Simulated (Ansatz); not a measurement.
# Lattice dynamics of LaBPd3 (Pm-3m), part 2 of 2

Aim: the phonons of LaBPd3 (Pm-3m) at a cell relaxed beforehand at this level. After the zone centre comes a 4×4×4 q mesh on a 8×8×8 k mesh.

Ansatz 0.2.0; DFT PBEsol, scalar-relativistic, plane waves, PAW; PAW set soft_1.

So far. Step 2 (Modes at Γ): Before it was imposed, the acoustic sum rule was missed by 3.0e-5 eV/Å². Small misses are needed for a sound result but don't prove that mesh and cutoff are converged. The lowest optical mode is imaginary, 58.7i cm⁻¹, so the energy falls along it.

### Step 3. Response at finite wavevector

Stability and thermal properties need the whole zone. Linear response on a 4×4×4 q mesh gives force constants as far as a supercell of that size would.

input.yaml

```yaml
crystal:
  lattice:
    - [4.3478863627, 0.0, 0.0]
    - [0.0, 4.3478863627, 0.0]
    - [0.0, 0.0, 4.3478863627]
  atoms:
    - { symbol: La, position: [0.0, 0.0, 0.0] }
    - { symbol: B, position: [0.5, 0.5, 0.5] }
    - { symbol: Pd, position: [0.0, 0.5, 0.5] }
    - { symbol: Pd, position: [0.5, 0.0, 0.5] }
    - { symbol: Pd, position: [0.5, 0.5, 0.0] }
kpoints:
  mp_grid: { grid: [8, 8, 8] }
hamiltonian:
  xc: pbesol
  pseudopotentials: { kind: paw, azcp: { folder: soft_1 }, xc_functional: pbe }
scf:
  occupations: { method: methfessel_paxton, width: 0.2 }
output:
  eigenvalues: true
phonons:
  method: dfpt
  qmesh: [4, 4, 4]
  temperatures: { t_max: 1000, t_step: 50 }
  qpath:
    path:
      - [[0.0, 0.0, 0.0], [0.0, 0.5, 0.0], [0.5, 0.5, 0.0], [0.0, 0.0, 0.0], [0.5, 0.5, 0.5], [0.0, 0.5, 0.0]]
      - [[0.5, 0.5, 0.5], [0.5, 0.5, 0.0]]
    npoints: 10
```

Started as:

```
ansatz run input.yaml --threads 4 --pin off --max-ram 10240MiB --backend cpu --events-out ev --progress --plain --runs-dir out
```

Numbers of over 12 decimals in the logs are rounded to 6 here.

Output:

```text
[...]
Crystal: 5 atoms, lattice volume = 82.193 Å³
Basis set: ecut = 420 eV, 1575 PW (Γ), exchange–correlation on 60×60×60 points (8 copies of the dense FFT grid, shifted against one another)
Bands: 41, of which v1, the nominal top of the filled ones, is band 34 counted from 1 (33 counted from 0)
Symmetry: 48 space group operations
k-points: 35 of 512
[...]
SCF iter   1: F=—  HF=-27080.303880 eV  |F-HF|=—  |Δ(HF+E_count)|=         —  Δρ=1.11e0  dr2=1.74e3  ethr=3.10e-3  ⟨swp⟩=4.1  Hψ=4266  notcnv=0
[...]
SCF iter  15: F=-27037.001196 eV  HF=-27037.001196 eV  |F-HF|=0.00e0  |Δ(HF+E_count)|=  2.91e-11  S|Δr|=    0.00e0  Δρ=4.76e-8  dr2=1.07e-12  ethr=1.00e-12  ⟨swp⟩=11.1  Hψ=7737  notcnv=0
SCF 1 converged in 15 iterations: F = -27037.001196 eV  dr2 = 1.07e-12
[...]
iter 1 solved again at ethr=2.79e-8 eV; its pass at ethr=3.10e-3 eV (dr2=1.90e-5 eV) is discarded
SCF iter   1: F=—  HF=-27037.001198 eV  |F-HF|=—  |Δ(HF+E_count)|=         —  Δρ=2.36e-7  dr2=2.63e-11  ethr=2.79e-8  ⟨swp⟩=4.2  Hψ=9760  notcnv=0
eigensolver tolerance schedule: the retry pair's looser diagonalisation over-reported the residual by 719680.14 of it (diagonalisation noise at an unbounded share of the residual, at the tolerance the schedule requests for it); recorded, not acted on — ethr = c·dr2/N_el stays at c = 1.0e-1
[...]
SCF iter   2: F=—  HF=-27037.001196 eV  |F-HF|=—  |Δ(HF+E_count)|=   1.28e-6  S|Δr|=    0.00e0  Δρ=1.40e-7  dr2=1.39e-11  ethr=1.00e-12  ⟨swp⟩=3.6  Hψ=3787  notcnv=0
SCF iter   3: F=-27037.001196 eV  HF=-27037.001196 eV  |F-HF|=1.09e-11  |Δ(HF+E_count)|=    0.00e0  S|Δr|=    0.00e0  Δρ=7.58e-8  dr2=3.82e-12  ethr=1.00e-12  ⟨swp⟩=3.5  Hψ=3376  notcnv=0
SCF 2 converged in 3 iterations: F = -27037.001196 eV  dr2 = 3.82e-12
[...]
phonons: the bands overlap, so this run is a metal and interpolates without the dipole-dipole term. If the crystal is really an insulator or semiconductor, its LO-TO splitting is missing
NSCF: frozen V_eff on 35 k-points
[...]
DFPT response loops at q = (0, 0, 0) (fractional): preconditioner auto → Kerker (q_TF=auto, 2.643 Å⁻¹) (partly filled bands, converged f_vac=0.000); β = 1.00, the filter's whole step (`scf.mixing.beta` (0.50) is not read by the response loops under this deck's `scf.mixing.preconditioner`; to damp them name `kerker` or `kerker_dos`, under which they read `scf.mixing.beta`, and type it under 1.00, their step now; both keys bind the ground state too); Broyden in place of MSR1
[...]
SCF converged after 15 iterations
[...]
Free energy (F): -27037.001196 eV
[...]
Internal energy: -27036.999476 eV  (E = F + TS)
E sigma→0 (E₀):  -27037.000766 eV
Entropy (-TS):   -0.001720 eV (-0.344 meV/atom)
Fermi energy:    16.894738 eV
[...]
--- Band table (eV; the first three rows and the last of 35) ---
  k-point 0: bands = [... 30 lower, 15.1662, 15.1662, 15.5125, 15.5125, 15.5125, 18.6866, 18.6866, 18.8824, ... 10 higher]
  k-point 1: bands = [... 30 lower, 14.9934, 15.1664, 15.3547, 16.0931, 16.0931, 18.6572, 18.8626, 18.8866, ... 10 higher]
  k-point 2: bands = [... 30 lower, 14.7792, 14.9674, 15.1669, 16.6985, 16.6985, 18.5743, 18.8149, 18.9137, ... 10 higher]
  k-point 34: bands = [... 30 lower, 15.0128, 15.0128, 17.0110, 17.0110, 17.0110, 18.3190, 18.3190, 18.3190, ... 10 higher]
--- Phonons (Γ-DFPT): 4 representative perturbations + reference (Σ response iterations 14) ---
  ASR residual: 2.697e-5 → 0.000e0 eV/Å²; symmetrization residual: 7.535e-7 eV/Å²
  ASR residual per site (eV/Å²): 2.57e-5 1.86e-5 2.70e-5 2.70e-5 2.70e-5
[...]
--- Phonons (arbitrary-q DFPT): 10 irreducible q on the 4×4×4 mesh ---
  q = [0.0000, 0.0000, 0.0000] (star 1, of the zone-centre solve; hermiticity 1.92e-7, symmetrization 6.32e-12): -58.72 -58.72 -58.72 -0.00 0.00 0.00 79.29 79.29 79.29 122.23 122.23 122.23 431.58 431.58 431.58
  q = [0.0000, 0.0000, 0.2500] (star 6, 9 solved perturbations in 1560 linear systems a pass and spin channel, the states on 200 of 512 k-point pairs; hermiticity 7.24e-7, symmetrization 3.94e-12): -67.01 -67.01 -39.80 -39.80 13.43 72.36 73.83 73.83 101.92 116.24 116.24 118.18 425.33 425.33 468.04
[...]
q = [0.0000, 0.2500, -0.5000] (star 12, 15 solved perturbations on 200 of 512 k-point pairs; hermiticity 1.50e-7, symmetrization 1.20e-13): -71.35 -67.24 -60.60 -18.74 5.00 31.76 61.59 88.44 100.63 117.93 119.89 146.74 414.86 464.75 508.13
[...]
sum rule: each row above includes the acoustic sum rule's correction from the zone centre's row sums; it moved no ω² by more than (0.68 cm⁻¹)²
  mesh force constants: q→R imaginary residual 1.42e-18; ASR residual 2.697e-5 → 0.000e0 eV/Å²; symmetrization residual 1.155e-14 eV/Å²
  interpolated dispersion: 62 rows × 15 modes
  density of states and harmonic sums: on the 16×16×16 q-mesh, interpolated from the force constants of a 4×4×4 supercell (no non-analytic term)
  largest difference from the sums on the solved wave vectors: F 5.78e-2 eV, S 5.99e-5 and C_V 2.09e-6 eV/K
  zero-point energy: 0.133495 eV/cell   skipped modes (ω ≤ 0): 577, of them read as no rigid motion or as one in doubt: 574 (3.367e0 modes/cell left out, lowest -77.42 cm⁻¹)   left out of the sums: 2.25e-1 of the cell's modes: C_V's classical limit lies that fraction below 3 k_B per atom; for a crystal, a wire or a layer, F and S can be off by more, and a phonons.interpolated_qmesh denser along its periods is the remedy for the sampling
```

Elapsed: 32 min, on 4 threads of Arm Neoverse V1, shared host; peak memory 4.3 GiB; 2.1 h of CPU time.

Numbers from this step:

```
sum-rule residual before enforcement                    : 2.70e-5 eV/Å²
lowest frequency on the path                            : -77.57 cm⁻¹
highest frequency on the path or at a solved wavevector : 513.5 cm⁻¹
lowest mode on the q mesh (acoustic modes at Γ apart)   : -76.34 cm⁻¹
```

Frequencies (cm⁻¹) solved at each irreducible wavevector; negative means imaginary. Frequencies by wavevector, by row:

| q in reciprocal lattice units | star | mode 1 | mode 2 | mode 3 | mode 4 | mode 13 | mode 14 | mode 15 |
| --- | --- | --- | --- | --- | --- | --- | --- | --- |
| 0 0 0 | 1 | -58.7 | -58.7 | -58.7 | 0 | 431.6 | 431.6 | 431.6 |
| 0 0 0.25 | 6 | -67 | -67 | -39.8 | -39.8 | 425.3 | 425.3 | 468 |
| 0 0 -0.5 | 3 | -76.3 | -76.3 | -67.1 | -67.1 | 421 | 421 | 504.1 |
| 0 0.25 0.25 | 12 | -71.5 | -45.9 | -43.6 | -34.1 | 420.4 | 464.9 | 467.9 |
| 0 0.25 -0.5 | 12 | -71.3 | -67.2 | -60.6 | -18.7 | 414.9 | 464.8 | 508.1 |
| 0 -0.5 -0.5 | 3 | -47.8 | -47.5 | -47.5 | -45 | 411.3 | 510.5 | 510.5 |
| 0.25 0.25 0.25 | 8 | -64.1 | -64.1 | 2.4 | 52.9 | 462.5 | 462.5 | 469.3 |
| 0.25 0.25 -0.5 | 12 | -67.9 | -38.7 | 8.9 | 42.5 | 460.4 | 470.4 | 509.2 |
| 0.25 -0.5 -0.5 | 6 | -47 | -47 | -30.2 | 20.2 | 462.3 | 509 | 509 |
| -0.5 -0.5 -0.5 | 1 | -53.1 | -53.1 | -53.1 | 69.5 | 513.5 | 513.5 | 513.5 |

Interpolated from a 4×4×4 q mesh. The phonon branches at the labelled points (cm⁻¹):

| point | branch 1 | branch 2 | branch 3 | branch 4 | branch 12 | branch 13 | branch 14 | branch 15 |
| --- | --- | --- | --- | --- | --- | --- | --- | --- |
| Γ | -59 | -59 | -59 | 0 | 122 | 432 | 432 | 432 |
| halfway | -67 | -67 | -40 | -40 | 118 | 425 | 425 | 468 |
| X | -76 | -76 | -67 | -67 | 142 | 421 | 421 | 504 |
| halfway | -71 | -67 | -61 | -19 | 147 | 415 | 465 | 508 |
| M | -48 | -48 | -48 | -45 | 160 | 411 | 510 | 510 |
| halfway | -72 | -46 | -44 | -34 | 124 | 420 | 465 | 468 |
| Γ | -59 | -59 | -59 | 0 | 122 | 432 | 432 | 432 |
| halfway | -64 | -64 | 2 | 53 | 130 | 462 | 462 | 469 |
| R | -53 | -53 | -53 | 70 | 180 | 514 | 514 | 514 |
| halfway | -68 | -39 | 9 | 42 | 151 | 460 | 470 | 509 |
| X | -76 | -76 | -67 | -67 | 142 | 421 | 421 | 504 |
| jump to R | -53 | -53 | -53 | 70 | 180 | 514 | 514 | 514 |
| halfway | -47 | -47 | -30 | 20 | 165 | 462 | 509 | 509 |
| M | -48 | -48 | -48 | -45 | 160 | 411 | 510 | 510 |

The phonon density of states has structure finer than the step of the table below, so its rows give means over 20 cm⁻¹, whole bins alone (the curve runs from -77.5 to 512 cm⁻¹). Peaks (cm⁻¹: height): -52.5: 0.0927, 62.5: 0.115, 122.5: 0.189, 427.5: 0.0435, 507.5: 0.0723.

Tetrahedra on a 16×16×16 mesh, mean over bins of 5 cm-1. Interpolated from a 4×4×4 q mesh. Table of phonon density of states by wavenumber; means over each step:

| wavenumber (cm⁻¹) | phonon density of states (1/cm⁻¹/cell) |
| --- | --- |
| -60 | 0.0735 |
| -40 | 0.0464 |
| -20 | 0.0225 |
| 0 | 0.0166 |
| 20 | 0.0211 |
| 40 | 0.0478 |
| 60 | 0.0858 |
| 80 | 0.0410 |
| 100 | 0.0676 |
| 120 | 0.121 |
| 140 | 0.0224 |
| 160 | 0.0142 |
| 180 | 0.00135 |
| 200 | 0 |
| 220 | 0 |
| 240 | 0 |
| 260 | 0 |
| 280 | 0 |
| 300 | 0 |
| 320 | 0 |
| 340 | 0 |
| 360 | 0 |
| 380 | 0 |
| 400 | 4.2e-4 |
| 420 | 0.0284 |
| 440 | 0.0292 |
| 460 | 0.0221 |
| 480 | 0.0237 |
| 500 | 0.0407 |

The partial phonon density of states has structure finer than the step of the table below, so its rows give means over 20 cm⁻¹, whole bins alone (the curve runs from -86.7 to 538 cm⁻¹). Peaks (cm⁻¹: height): B 423.7: 0.0346, 459.1: 0.0340, 482.6: 0.0365, 502.3: 0.0467; La -55.3: 0.015, 117.5: 0.116; Pd -51.4: 0.0672, 62.5: 0.106, 117.5: 0.0489.

Phonopy on the run's constants, 13x13x13 mesh, Gaussian sigma 4.5 cm-1. Interpolated from a 4×4×4 q mesh. Table of partial phonon density of states by wavenumber; means over each step; values in 1/cm⁻¹/cell:

| wavenumber (cm⁻¹) | B | La | Pd |
| --- | --- | --- | --- |
| -60 | 0.00187 | 0.0132 | 0.0562 |
| -40 | 0.00140 | 0.00747 | 0.0425 |
| -20 | 5.1e-4 | 0.00295 | 0.0204 |
| 0 | 7.7e-5 | 6.7e-4 | 0.00537 |
| 20 | 2.7e-4 | 0.00172 | 0.0201 |
| 40 | 8.3e-4 | 0.00143 | 0.0480 |
| 60 | 9.6e-4 | 0.00105 | 0.0865 |
| 80 | 7.0e-4 | 0.00149 | 0.0376 |
| 100 | 6.6e-4 | 0.0306 | 0.0367 |
| 120 | 3.4e-4 | 0.0800 | 0.0384 |
| 140 | 2.8e-4 | 0.00496 | 0.0188 |
| 160 | 1.5e-4 | 4.4e-4 | 0.0137 |
| 180 | 1.0e-5 | 1.2e-6 | 0.00160 |
| 200 | 0 | 0 | 4.6e-6 |
| 220 | 0 | 0 | 0 |
| 240 | 0 | 0 | 0 |
| 260 | 0 | 0 | 0 |
| 280 | 0 | 0 | 0 |
| 300 | 0 | 0 | 0 |
| 320 | 0 | 0 | 0 |
| 340 | 0 | 0 | 0 |
| 360 | 0 | 0 | 0 |
| 380 | 0 | 0 | 0 |
| 400 | 9.7e-4 | 0 | 1.4e-4 |
| 420 | 0.0244 | 0 | 0.00332 |
| 440 | 0.0260 | 2.0e-6 | 0.00268 |
| 460 | 0.0217 | 5.9e-6 | 0.00127 |
| 480 | 0.0229 | 8.6e-6 | 6.6e-4 |
| 500 | 0.0378 | 1.6e-5 | 3.5e-4 |
| 520 | 0.00784 | 3.0e-6 | 2.9e-5 |

Symmetry leaves 10 wavevectors to solve. The lowest mode among them, the acoustic zeros apart, lies at q = (0, 0, -0.5) and is imaginary, 76.3i cm⁻¹, so the energy falls along it.

### Step 4. Isotope substitution, element B, natural mass 10.81 amu

An isotope changes the mass and not the force constants, so no new electronic calculation is needed; the shifts show which modes move this element.

The same force constants with the mass of B changed from 10.810 to 10.013 u (phonopy, no LO-TO term). Both lists are sorted by frequency; levels can cross, so a row need not hold one and the same mode. Modes under 3 cm⁻¹ are left out. Isotope shifts, by row, the first 40 of 57 rows:

| q | rank | natural mass (cm⁻¹) | changed mass (cm⁻¹) |
| --- | --- | --- | --- |
| 0 0 0 | 1 | -58.72 | -58.94 |
| 0 0 0 | 2 | -58.72 | -58.94 |
| 0 0 0 | 3 | -58.72 | -58.94 |
| 0 0 0 | 7 | 79.29 | 79.29 |
| 0 0 0 | 8 | 79.29 | 79.29 |
| 0 0 0 | 9 | 79.29 | 79.29 |
| 0 0 0 | 10 | 122.2 | 122.2 |
| 0 0 0 | 11 | 122.2 | 122.2 |
| 0 0 0 | 12 | 122.2 | 122.2 |
| 0 0 0 | 13 | 431.6 | 446.4 |
| 0 0 0 | 14 | 431.6 | 446.4 |
| 0 0 0 | 15 | 431.6 | 446.4 |
| 0 0 0.25 | 1 | -67.01 | -67.25 |
| 0 0 0.25 | 2 | -67.01 | -67.25 |
| 0 0 0.25 | 3 | -39.8 | -39.84 |
| 0 0 0.25 | 4 | -39.8 | -39.84 |
| 0 0 0.25 | 5 | 13.43 | 13.44 |
| 0 0 0.25 | 6 | 72.36 | 72.36 |
| 0 0 0.25 | 7 | 73.83 | 73.83 |
| 0 0 0.25 | 8 | 73.83 | 73.83 |
| 0 0 0.25 | 9 | 101.9 | 102 |
| 0 0 0.25 | 10 | 116.2 | 116.2 |
| 0 0 0.25 | 11 | 116.2 | 116.2 |
| 0 0 0.25 | 12 | 118.2 | 118.2 |
| 0 0 0.25 | 13 | 425.3 | 439.9 |
| 0 0 0.25 | 14 | 425.3 | 439.9 |
| 0 0 0.25 | 15 | 468 | 485.4 |
| 0 0 -0.5 | 1 | -76.34 | -76.34 |
| 0 0 -0.5 | 2 | -76.34 | -76.34 |
| 0 0 -0.5 | 3 | -67.12 | -67.44 |
| 0 0 -0.5 | 4 | -67.12 | -67.44 |
| 0 0 -0.5 | 5 | 33.91 | 33.92 |
| 0 0 -0.5 | 6 | 65.27 | 65.27 |
| 0 0 -0.5 | 7 | 73.18 | 73.18 |
| 0 0 -0.5 | 8 | 73.18 | 73.18 |
| 0 0 -0.5 | 9 | 110 | 110 |
| 0 0 -0.5 | 10 | 111.1 | 111.1 |
| 0 0 -0.5 | 11 | 111.1 | 111.1 |
| 0 0 -0.5 | 12 | 142.1 | 142.1 |
| 0 0 -0.5 | 13 | 421 | 435.3 |

A mode of this element alone would shift by +3.90 %. The highest zone-centre frequency without the field goes from 431.6 to 446.4 cm⁻¹ (+3.4 %).

### Step 5. Another isotope, element Pd, natural mass 106.42 amu

The same for Pd, from 106.42 to 109.91 u.

The same force constants with the mass of Pd changed from 106.420 to 109.905 u (phonopy, no LO-TO term). Both lists are sorted by frequency; levels can cross, so a row need not hold one and the same mode. Modes under 3 cm⁻¹ are left out. Isotope shifts, by row, the first 40 of 57 rows:

| q | rank | natural mass (cm⁻¹) | changed mass (cm⁻¹) |
| --- | --- | --- | --- |
| 0 0 0 | 1 | -58.72 | -57.96 |
| 0 0 0 | 2 | -58.72 | -57.96 |
| 0 0 0 | 3 | -58.72 | -57.96 |
| 0 0 0 | 7 | 79.29 | 78.02 |
| 0 0 0 | 8 | 79.29 | 78.02 |
| 0 0 0 | 9 | 79.29 | 78.02 |
| 0 0 0 | 10 | 122.2 | 121.5 |
| 0 0 0 | 11 | 122.2 | 121.5 |
| 0 0 0 | 12 | 122.2 | 121.5 |
| 0 0 0 | 13 | 431.6 | 430.8 |
| 0 0 0 | 14 | 431.6 | 430.8 |
| 0 0 0 | 15 | 431.6 | 430.8 |
| 0 0 0.25 | 1 | -67.01 | -66.14 |
| 0 0 0.25 | 2 | -67.01 | -66.14 |
| 0 0 0.25 | 3 | -39.8 | -39.32 |
| 0 0 0.25 | 4 | -39.8 | -39.32 |
| 0 0 0.25 | 5 | 13.43 | 13.26 |
| 0 0 0.25 | 6 | 72.36 | 71.2 |
| 0 0 0.25 | 7 | 73.83 | 72.65 |
| 0 0 0.25 | 8 | 73.83 | 72.65 |
| 0 0 0.25 | 9 | 101.9 | 100.4 |
| 0 0 0.25 | 10 | 116.2 | 115.6 |
| 0 0 0.25 | 11 | 116.2 | 115.6 |
| 0 0 0.25 | 12 | 118.2 | 117.8 |
| 0 0 0.25 | 13 | 425.3 | 424.5 |
| 0 0 0.25 | 14 | 425.3 | 424.5 |
| 0 0 0.25 | 15 | 468 | 467.7 |
| 0 0 -0.5 | 1 | -76.34 | -75.41 |
| 0 0 -0.5 | 2 | -76.34 | -75.41 |
| 0 0 -0.5 | 3 | -67.12 | -66.18 |
| 0 0 -0.5 | 4 | -67.12 | -66.18 |
| 0 0 -0.5 | 5 | 33.91 | 33.37 |
| 0 0 -0.5 | 6 | 65.27 | 64.23 |
| 0 0 -0.5 | 7 | 73.18 | 72.01 |
| 0 0 -0.5 | 8 | 73.18 | 72.01 |
| 0 0 -0.5 | 9 | 110 | 109.7 |
| 0 0 -0.5 | 10 | 111.1 | 110.7 |
| 0 0 -0.5 | 11 | 111.1 | 110.7 |
| 0 0 -0.5 | 12 | 142.1 | 140.2 |
| 0 0 -0.5 | 13 | 421 | 420.1 |

A mode of this element alone would shift by -1.60 %. The highest zone-centre frequency without the field goes from 431.6 to 430.8 cm⁻¹ (-0.2 %).

### Step 6. Outcome

- space group (within 0.01 Å): Pm-3m
- volume per atom: 16.4 Å³
- electronic character: no gap on this mesh
- highest optical mode at the zone centre (no LO-TO term): 432 cm⁻¹
- lowest optical zone-centre mode: -58.7 cm⁻¹
- lowest mode on the q mesh (acoustic modes at Γ apart): -76.3 cm⁻¹
- highest frequency on the path or at a solved wavevector: 514 cm⁻¹
- imaginary modes on the 4×4×4 q mesh: yes

Modes are clearly imaginary (beyond 10i cm⁻¹) at 10 of the 10 irreducible wavevectors, most at q = (0, 0, -0.5) (76.3i cm⁻¹), so this structure is not a minimum of the energy. The optical modes at Γ span -59 to 432 cm⁻¹ (negative means imaginary). The highest mode in this list at Γ, 431.6 cm⁻¹, is mostly motion of B (88 % of the kinetic energy). With no gap, or one that is small against the smearing, the frequencies hang on the k mesh and the smearing, most of all near Kohn anomalies. Spin-orbit coupling is left out, which can matter for the heavy elements here. The PAW files were made for PBE and serve the other functionals too. These are harmonic frequencies at zero temperature: anharmonic shifts, linewidths and thermal expansion are left out.

[Logs are printed without paths, hosts, clocks, repeated set-up lines and the standing remarks that a program may print on its own settings, such as how far it seeks lower states.]

[Hosts, paths, dates, database ids (printed as entryN), source tags and the programs' standing remarks are cut or masked in the printed files.]
